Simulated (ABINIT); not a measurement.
**Beyond one shot: KMgF3 (Pm-3m)**

Wanted: G0W0 and self-consistent gaps of KMgF3 (Pm-3m), with the cost of the cycles.

Method: PBE and many-body steps on it, plane waves, in ABINIT 10.8.3.

## Step 1: Set-up

Symmetry: Pm-3m, No. 221, cubic system. Conventional cell: a = 3.986 Å, b = 3.986 Å, c = 3.986 Å, α = 90.00°, β = 90.00°, γ = 90.00°. Nearest to K lie 12 F at 2.82 Å. Nearest to Mg lie 6 F at 1.99 Å. Nearest to F lie 2 Mg at 1.99 Å and 4 K at 2.82 Å. Farther neighbours and most contacts between anions are not listed.

The cell and positions come from the Crystallography Open Database and are kept as given unless a step says otherwise.

## Step 2: Empty states on the mesh, 2×2×2 mesh, 67 bands

This step: ABINIT 10.8.3; DFT, PBE, plane waves, norm-conserving pseudopotentials.

The sums over transitions need many empty states on a uniform mesh; this step solves for them.

The input, run.abi:

```
acell 3*1.0 Angstrom
rprim 
  3.985900000000 0.000000000000 0.000000000000
  0.000000000000 3.985900000000 0.000000000000
  0.000000000000 0.000000000000 3.985900000000
ntypat 3
znucl 19 12 9
natom 5
typat 1 2 3 3 3
xred 
  0.500000000000 0.500000000000 0.500000000000
  0.000000000000 0.000000000000 0.000000000000
  0.500000000000 0.000000000000 0.000000000000
  0.000000000000 0.500000000000 0.000000000000
  0.000000000000 0.000000000000 0.500000000000
pp_dirpath "pseudos"
pseudos "K.upf, Mg.upf, F.upf"
ecut 38
ngkpt 2 2 2
nshiftk 1
shiftk 0 0 0
kptopt 1
chksymbreak 0
iscf -2
irdden 1
istwfk *1
nband 67
nbdbuf 6
tolwfr 1e-09
nstep 60
prtvol 0
indata_prefix "in"
outdata_prefix "out"
tmpdata_prefix "tmp"
```

On the command line:

```
$ OMP_NUM_THREADS=1 mpirun -n 4 abinit run.abi > log
```

Numbers of over 12 decimals in the logs are rounded to 6 here.

What it wrote:

```text
.Version 10.8.3 of ABINIT. v10.8.2 released Aug 2026.

 Symmetries : space group Pm -3 m (#221); Bravais cP (primitive cubic)
[... echo of the input left out ...]
== DATASET  1 ==================================================================
-   mpi_nproc: 4, omp_nthreads: 1 (-1 if OMP is not activated)

--- !DatasetInfo
iteration_state: {dtset: 1, }
dimensions: {natom: 5, nkpt: 4, mband: 67, nsppol: 1, nspinor: 1, nspden: 1, mpw: 4801, }
cutoff_energies: {ecut:  38.0, pawecutdg:  -1.0, }
[...]
1.19429    1.19429    1.29579    1.29579    1.35589    1.44168    1.57022    1.57789
   1.57789    1.57789    1.59241    1.59241    1.59241    1.61035    1.61035    1.61035
   1.67415    1.67415    1.73367
 prteigrs : prtvol=0 or 1, do not print more k-points.

== END DATASET(S) ==============================================================
================================================================================

 -outvars: echo values of variables after computation  --------
            nband          67
             nkpt           4
          spgroup         221
 [... the other variables as echoed above ...]

 Calculation completed.
```

It took 8.5 s on 4 MPI ranks of Arm Neoverse V2, shared host; peak memory 0.29 GiB; 34 s of CPU time.

Numbers from this step:

* gap: 7.354 eV
* k of the valence top: 0.5, 0.5, 0.5
* k of the conduction bottom: 0, 0, 0
* least direct gap: 7.679 eV
* k points computed: 4
* lowest point of the top converged band, above the valence top: 41.18 eV

On this mesh the gap is 7.354 eV.

The density comes from a self-consistent run that is not shown.

## Step 3: Screening, 2×2×2 mesh, 61 bands, screening to 106.1 eV

The RPA dielectric matrix is built and inverted for each q.

This step: RPA screening on PBE, plane waves, norm-conserving pseudopotentials.

Changes to run.abi since step 2:

```diff
@@ -23,10 +23,11 @@
 chksymbreak 0
-iscf -2
-irdden 1
 istwfk *1
-nband 67
-nbdbuf 6
-tolwfr 1e-09
-nstep 60
-prtvol 0
+occopt 1
+irdwfk 1
+optdriver 3
+nband 61
+ecuteps 3.9
+inclvkb 2
+awtr 1
+symchi 1
 indata_prefix "in"
```

What it wrote:

```text
.Version 10.8.3 of ABINIT. v10.8.2 released Aug 2026.

 Symmetries : space group Pm -3 m (#221); Bravais cP (primitive cubic)
[... echo of the input left out ...]
== DATASET  1 ==================================================================
-   mpi_nproc: 4, omp_nthreads: 1 (-1 if OMP is not activated)

--- !DatasetInfo
iteration_state: {dtset: 1, }
dimensions: {natom: 5, nkpt: 4, mband: 61, nsppol: 1, nspinor: 1, nspden: 1, mpw: 4801, }
cutoff_energies: {ecut:  38.0, pawecutdg:  -1.0, }
electrons: {nelect:   4.00000000E+01, charge:   0.00000000E+00, occopt:   1.00000000E+00, tsmear:   1.00000000E-02, }

 SCREENING: Calculation of the susceptibility and dielectric matrices

 Based on a program developped by R.W. Godby, V. Olevano, G. Onida, and L. Reining.
 Incorporated in ABINIT by V. Olevano, G.-M. Rignanese, and M. Torrent.
.Using double precision arithmetic ; gwpc =  8

[... cell and pseudopotentials left out ...]
--------------------------------------------------------------------------------

 ==== K-mesh for the wavefunctions ====
 Number of points in the irreducible wedge :     4
[... list of points left out ...]
 Together with 48 symmetry operations and time-reversal symmetry
 yields     8 points in the full Brillouin Zone.

 ==== Q-mesh for the screening function ====
 Number of points in the irreducible wedge :     4
[... list of points left out ...]
 Together with 48 symmetry operations and time-reversal symmetry
 yields     8 points in the full Brillouin Zone.

 setmesh: FFT mesh size selected  =    27x   27x   27
          total number of points  =        19683

 vcoul_init : cutoff-mode = AUXILIARY_FUNCTION
 q-points for optical limit:   1
     1)      0.000010    0.000020    0.000030

- screening: taking advantage of time-reversal symmetry
- Maximum band index for partially occupied states nbvw = 20
- Remaining bands to be divided among processors   nbcw = 41
- Number of bands treated by each node ~10

 Number of electrons calculated from density =   40.0000; Expected =   40.0000
 average of density, n =  0.093602
 r_s =    1.3663
 omega_plasma =   29.5119 [eV]

 calculating chi0 at frequencies [eV] :
  1    0.000000E+00    0.000000E+00
  2    0.000000E+00    2.951194E+01

--------------------------------------------------------------------------------
  q-point number  1        q = ( 0.000000, 0.000000, 0.000000) [r.l.u.]
--------------------------------------------------------------------------------
[... chi0 elements left out ...]
 For q-point:  0.000010 0.000020 0.000030
  dielectric constant =   2.0069
  dielectric constant without local fields =   2.1400

  Average fulfillment of the sum rule on Im[epsilon] for q-point    1 :     30.50  [%]
[... wings left out ...]
  q-point number  2        q = ( 0.500000, 0.000000, 0.000000) [r.l.u.]
--------------------------------------------------------------------------------
[... chi0 elements left out ...]
  Average fulfillment of the sum rule on Im[epsilon] for q-point    2 :     38.29  [%]

 [... 2 further q-points ...]
```

Wall time 5.8 s (4 MPI ranks); peak memory 0.54 GiB.

Numbers from this step:

```yaml
eps_infinity_with_local_fields_on_this_mesh_along_the_program_s_q_direction: 2.007
the_same_without_local_fields: 2.14
plasma_frequency: 29.51 eV
plane_waves_in_the_screening_matrix: 171
```

Local fields lower ε∞ by 6 %. On a Γ-centred mesh this coarse the value itself is usually too large, while a short band sum pulls it down.

## Step 4: G0W0

The self-energy is evaluated for the states that the input lists, and the levels follow from it, in one-shot runs by the linearised quasiparticle equation.

This step: G0W0 on PBE, plane waves, norm-conserving pseudopotentials.

Changes to run.abi since step 3:

```diff
@@ -26,8 +26,17 @@
 irdwfk 1
-optdriver 3
+optdriver 4
 nband 61
+gwcalctyp 0
+ecutsigx 38
+symsigma 1
+nkptgw 2
+kptgw 
+  0.5000000000 0.5000000000 0.5000000000
+  0.0000000000 0.0000000000 0.0000000000
+bdgw 
+  18 23
+  18 23
 ecuteps 3.9
-inclvkb 2
-awtr 1
-symchi 1
+irdscr 1
+ppmodel 1
 indata_prefix "in"
```

What it wrote:

```text
.Version 10.8.3 of ABINIT. v10.8.2 released Aug 2026.

 Symmetries : space group Pm -3 m (#221); Bravais cP (primitive cubic)
[... echo of the input left out ...]
== DATASET  1 ==================================================================
-   mpi_nproc: 4, omp_nthreads: 1 (-1 if OMP is not activated)

--- !DatasetInfo
iteration_state: {dtset: 1, }
dimensions: {natom: 5, nkpt: 4, mband: 61, nsppol: 1, nspinor: 1, nspden: 1, mpw: 4801, }
cutoff_energies: {ecut:  38.0, pawecutdg:  -1.0, }
electrons: {nelect:   4.00000000E+01, charge:   0.00000000E+00, occopt:   1.00000000E+00, tsmear:   1.00000000E-02, }

 SIGMA: Calculation of the GW corrections

 Based on a program developped by R.W. Godby, V. Olevano, G. Onida, and L. Reining.
 Incorporated in ABINIT by V. Olevano, G.-M. Rignanese, and M. Torrent.
.Using double precision arithmetic ; gwpc =  8

[... cell and pseudopotentials left out ...]
--------------------------------------------------------------------------------

 ==== K-mesh for the wavefunctions ====
 Number of points in the irreducible wedge :     4
[... list of points left out ...]
 Together with 48 symmetry operations and time-reversal symmetry
 yields     8 points in the full Brillouin Zone.

 ==== Q-mesh for screening function ====
 Number of points in the irreducible wedge :     4
[... list of points left out ...]
 Together with 48 symmetry operations and time-reversal symmetry
 yields     8 points in the full Brillouin Zone.

 vcoul_init : cutoff-mode = AUXILIARY_FUNCTION
 q-points for optical limit:   1
     1)      0.000010    0.000020    0.000030
 setmesh: FFT mesh size selected  =    45x   45x   45
          total number of points  =        91125

 Number of electrons calculated from density =   40.0000; Expected =   40.0000
 average of density, n =  0.093602
 r_s =    1.3663
 omega_plasma =   29.5119 [eV]

 === KS Band Gaps ===
  >>>> For spin  1
   Minimum direct gap =   7.6793 [eV], located at k-point      :   0.0000  0.0000  0.0000
   Fundamental gap    =   7.3534 [eV], Top of valence bands at :   0.5000  0.5000  0.5000
                                       Bottom of conduction at :   0.0000  0.0000  0.0000
 SIGMA fundamental parameters:
 PLASMON POLE MODEL  1
 number of plane-waves for SigmaX                 4801
 number of plane-waves for SigmaC and W            171
 number of plane-waves for wavefunctions          4801
 number of bands                                    61
 number of independent spin polarizations            1
 number of spinorial components                      1
 number of k-points in IBZ                           4
 number of q-points in IBZ                           4
 number of symmetry operations                      48
 number of k-points in BZ                            8
 number of q-points in BZ                            8
 number of frequencies for dSigma/dE                 9
 frequency step for dSigma/dE [eV]                0.25
 number of omega for Sigma on real axis              0
 max omega for Sigma on real axis  [eV]           0.00
 zcut for avoiding poles [eV]                     0.10

 EPSILON^-1 parameters (SCR file):
 dimension of the eps^-1 matrix on file            171
 dimension of the eps^-1 matrix used               171
 number of plane-waves for wavefunctions          4801
 number of bands                                    61
 number of q-points in IBZ                           4
 number of frequencies                               2
 number of real frequencies                          1
 number of imag frequencies                          1

 matrix elements of self-energy operator (all in [eV])

 Perturbative Calculation

--- !SelfEnergy_ee
iteration_state: {dtset: 1, }
kpoint     : [   0.500,    0.500,    0.500, ]
spin       : 1
KS_gap     :   10.483
QP_gap     :   15.214
Delta_QP_KS:    4.731
data: !SigmaeeData |
     Band     E0 <VxcDFT>   SigX SigC(E0)      Z dSigC/dE  Sig(E)    E-E0       E
       18   0.825 -22.989 -30.354   5.023   0.830  -0.205 -24.933  -1.944  -1.119
       19   0.825 -22.989 -30.354   5.023   0.830  -0.205 -24.933  -1.944  -1.119
       20   0.825 -22.989 -30.354   5.023   0.830  -0.205 -24.933  -1.944  -1.119
       21  11.308 -11.314  -5.632  -2.581   0.899  -0.113  -8.527   2.787  14.095
       22  11.308 -11.314  -5.632  -2.581   0.899  -0.113  -8.527   2.787  14.095
       23  11.308 -11.314  -5.632  -2.581   0.899  -0.113  -8.527   2.787  14.095

--- !SelfEnergy_ee
iteration_state: {dtset: 1, }
kpoint     : [   0.000,    0.000,    0.000, ]
spin       : 1
KS_gap     :    7.679
QP_gap     :   11.510
Delta_QP_KS:    3.830
data: !SigmaeeData |
     Band     E0 <VxcDFT>   SigX SigC(E0)      Z dSigC/dE  Sig(E)    E-E0       E
[...]
21   8.179 -10.716  -6.020  -2.638   0.899  -0.112  -8.865   1.851  10.030
       22  10.942 -10.106  -4.678  -2.548   0.902  -0.109  -7.509   2.598  13.539
       23  10.942 -10.106  -4.678  -2.548   0.902  -0.109  -7.509   2.598  13.539

== END DATASET(S) ==============================================================
================================================================================

 -outvars: echo values of variables after computation  --------
           etotal      0.0000000000E+00
            nband          61
             nkpt           4
          spgroup         221
 [... the other variables as echoed above ...]

 Calculation completed.
```

Elapsed: 3.9 s, on 4 MPI ranks; peak memory 0.64 GiB.

Numbers from this step:

| Property | Result |
| --- | --- |
| G0W0 gap on the points computed | 11.15 eV |
| starting gap on the mesh | 7.354 eV |
| k of the valence top | 0.5, 0.5, 0.5 |
| k of the conduction bottom | 0, 0, 0 |
| Z at the valence top | 0.83 |
| Z at the conduction bottom | 0.899 |
| least direct G0W0 gap on the computed points | 11.51 eV |

The gap on the mesh goes from 7.35 eV to 11.15 eV, a correction of +3.80 eV.

## Step 5: evGW0, cycle 1

This step: evGW0 on PBE, plane waves, norm-conserving pseudopotentials.

Changes to run.abi since step 4:

```diff
@@ -28,12 +28,16 @@
 nband 61
-gwcalctyp 0
+gwcalctyp 10
 ecutsigx 38
 symsigma 1
-nkptgw 2
+nkptgw 4
 kptgw 
+  0.0000000000 0.0000000000 0.0000000000
+  0.5000000000 0.0000000000 0.0000000000
+  0.5000000000 0.5000000000 0.0000000000
   0.5000000000 0.5000000000 0.5000000000
-  0.0000000000 0.0000000000 0.0000000000
 bdgw 
-  18 23
-  18 23
+  12 26
+  12 26
+  12 26
+  12 26
 ecuteps 3.9
```

What it wrote:

```text
.Version 10.8.3 of ABINIT. v10.8.2 released Aug 2026.

 Symmetries : space group Pm -3 m (#221); Bravais cP (primitive cubic)
[... echo of the input left out ...]
== DATASET  1 ==================================================================
-   mpi_nproc: 4, omp_nthreads: 1 (-1 if OMP is not activated)

--- !DatasetInfo
iteration_state: {dtset: 1, }
dimensions: {natom: 5, nkpt: 4, mband: 61, nsppol: 1, nspinor: 1, nspden: 1, mpw: 4801, }
cutoff_energies: {ecut:  38.0, pawecutdg:  -1.0, }
electrons: {nelect:   4.00000000E+01, charge:   0.00000000E+00, occopt:   1.00000000E+00, tsmear:   1.00000000E-02, }

 SIGMA: Calculation of the GW corrections

 Based on a program developped by R.W. Godby, V. Olevano, G. Onida, and L. Reining.
 Incorporated in ABINIT by V. Olevano, G.-M. Rignanese, and M. Torrent.
.Using double precision arithmetic ; gwpc =  8

[... cell and pseudopotentials left out ...]
--------------------------------------------------------------------------------

 ==== K-mesh for the wavefunctions ====
 Number of points in the irreducible wedge :     4
[... list of points left out ...]
 Together with 48 symmetry operations and time-reversal symmetry
 yields     8 points in the full Brillouin Zone.

 ==== Q-mesh for screening function ====
 Number of points in the irreducible wedge :     4
[... list of points left out ...]
 Together with 48 symmetry operations and time-reversal symmetry
 yields     8 points in the full Brillouin Zone.

 vcoul_init : cutoff-mode = AUXILIARY_FUNCTION
 q-points for optical limit:   1
     1)      0.000010    0.000020    0.000030
 setmesh: FFT mesh size selected  =    45x   45x   45
          total number of points  =        91125

 Number of electrons calculated from density =   40.0000; Expected =   40.0000
[...]
--- !SelfEnergy_ee
iteration_state: {dtset: 1, }
kpoint     : [   0.500,    0.500,    0.000, ]
spin       : 1
KS_gap     :   10.959
QP_gap     :   16.002
Delta_QP_KS:    5.042
data: !SigmaeeData |
     Band     E_DFT   <VxcDFT>   E(N-1)  <Hhartree>   SigX  SigC[E(N-1)]    Z     dSigC/dE  Sig[E(N)]  DeltaE  E(N)_pert E(N)_diago
[...]
--- !SelfEnergy_ee
iteration_state: {dtset: 1, }
kpoint     : [   0.500,    0.500,    0.500, ]
spin       : 1
KS_gap     :   10.483
QP_gap     :   15.214
Delta_QP_KS:    4.731
data: !SigmaeeData |
     Band     E_DFT   <VxcDFT>   E(N-1)  <Hhartree>   SigX  SigC[E(N-1)]    Z     dSigC/dE  Sig[E(N)]  DeltaE  E(N)_pert E(N)_diago
[...]
25    14.811   -14.253    14.811    29.064    -6.751    -2.636     0.890    -0.123    -9.921     4.332    19.143    19.677
       26    14.869    -8.686    14.869    23.555    -3.427    -2.963     0.900    -0.111    -6.619     2.067    16.937    19.677

 New Fermi energy :        1.602531E-01 Ha ,    4.360708E+00 eV

 === QP Band Gaps ===
  >>>> For spin  1
   Minimum direct gap =  12.1182 [eV], located at k-point      :   0.0000  0.0000  0.0000
   Fundamental gap    =  11.7535 [eV], Top of valence bands at :   0.5000  0.5000  0.5000
                                       Bottom of conduction at :   0.0000  0.0000  0.0000

 writing QP data on file : out_QPS

 Convergence of QP corrections
 >>>>> For spin  1 <<<<<
.  kptgw no:  1; Maximum DeltaE = (  -2.395  -0.000) for band index: 14
.  kptgw no:  2; Maximum DeltaE = (  -2.271  -0.000) for band index: 15
.  kptgw no:  3; Maximum DeltaE = (  -2.235  -0.000) for band index: 14
.  kptgw no:  4; Maximum DeltaE = (  -2.341   0.000) for band index: 14

== END DATASET(S) ==============================================================
================================================================================

 -outvars: echo values of variables after computation  --------
           etotal      0.0000000000E+00
            nband          61
             nkpt           4
          spgroup         221
 [... the other variables as echoed above ...]

 Calculation completed.
```

Wall time 11 s (4 MPI ranks); peak memory 0.96 GiB.

This step gave:

```yaml
quasiparticle_gap_on_the_mesh: 11.75 eV
gap_of_the_density_functional_on_the_mesh: 7.354 eV
k_of_the_valence_top: 0.5, 0.5, 0.5
k_of_the_conduction_bottom: 0, 0, 0
z_at_the_valence_top: 0.83
z_at_the_conduction_bottom: 0.899
least_direct_quasiparticle_gap_on_the_computed_points: 12.12 eV
```

Against G0W0 in ABINIT (2×2×2 mesh, 61 bands, screening to 106.1 eV, Godby-Needs plasmon pole), the gap moves by +0.604 eV. This first cycle still uses the starting levels; it takes the full correction, at all points of the mesh, and its linearised value is 11.149 eV.

## Step 6: evGW0, cycle 2

The corrected levels of the last cycle go back in.

Changes to run.abi since step 5:

```diff
@@ -45,2 +45,3 @@
 ppmodel 1
+irdqps 1
 indata_prefix "in"
```

What it wrote:

```text
.Version 10.8.3 of ABINIT. v10.8.2 released Aug 2026.

 Symmetries : space group Pm -3 m (#221); Bravais cP (primitive cubic)
[... echo of the input left out ...]
== DATASET  1 ==================================================================
-   mpi_nproc: 4, omp_nthreads: 1 (-1 if OMP is not activated)

--- !DatasetInfo
iteration_state: {dtset: 1, }
dimensions: {natom: 5, nkpt: 4, mband: 61, nsppol: 1, nspinor: 1, nspden: 1, mpw: 4801, }
cutoff_energies: {ecut:  38.0, pawecutdg:  -1.0, }
[...]
.  kptgw no:  2; Maximum DeltaE = (   0.057   0.000) for band index: 14
.  kptgw no:  3; Maximum DeltaE = (   0.046  -0.000) for band index: 14
.  kptgw no:  4; Maximum DeltaE = (   0.084  -0.000) for band index: 14

== END DATASET(S) ==============================================================
================================================================================

 -outvars: echo values of variables after computation  --------
           etotal      0.0000000000E+00
            nband          61
             nkpt           4
          spgroup         221
 [... the other variables as echoed above ...]

 Calculation completed.
```

Run time: 11 s. Hardware: 4 MPI ranks; peak memory 0.96 GiB; 43 s of CPU time.

Numbers from this step:

```yaml
quasiparticle_gap_on_the_mesh: 11.67 eV
gap_of_the_density_functional_on_the_mesh: 7.354 eV
k_of_the_valence_top: 0.5, 0.5, 0.5
k_of_the_conduction_bottom: 0, 0, 0
least_direct_quasiparticle_gap_on_the_computed_points: 12.04 eV
```

Against the cycle before, the gap moves by −0.081 eV.

[end of part 1 of 3]

[Paths, hosts, dates, memory and timing lines, banners, echoed tables and standing remarks are left out of the program output.]

[Logs are printed without paths, hosts, clocks, repeated set-up lines and the standing remarks that a program may print on its own settings, such as how far it seeks lower states.]

[Runs of the session that timed out or met a known fault of the program may be left out.]

[Hosts, paths, dates, database ids (printed as entryN), source tags and the programs' standing remarks are cut or masked in the printed files.]

[G0W0 gaps are taken among the corrected bands and points alone; a level outside them can change the order at an edge.]

[Where Ansatz stands beside ABINIT at settings called matched, ABINIT's density can come from a denser mesh and the files from another edition; pairs whose starting gaps differed by over 0.03 eV were left out, so agreement reads better than it is.]
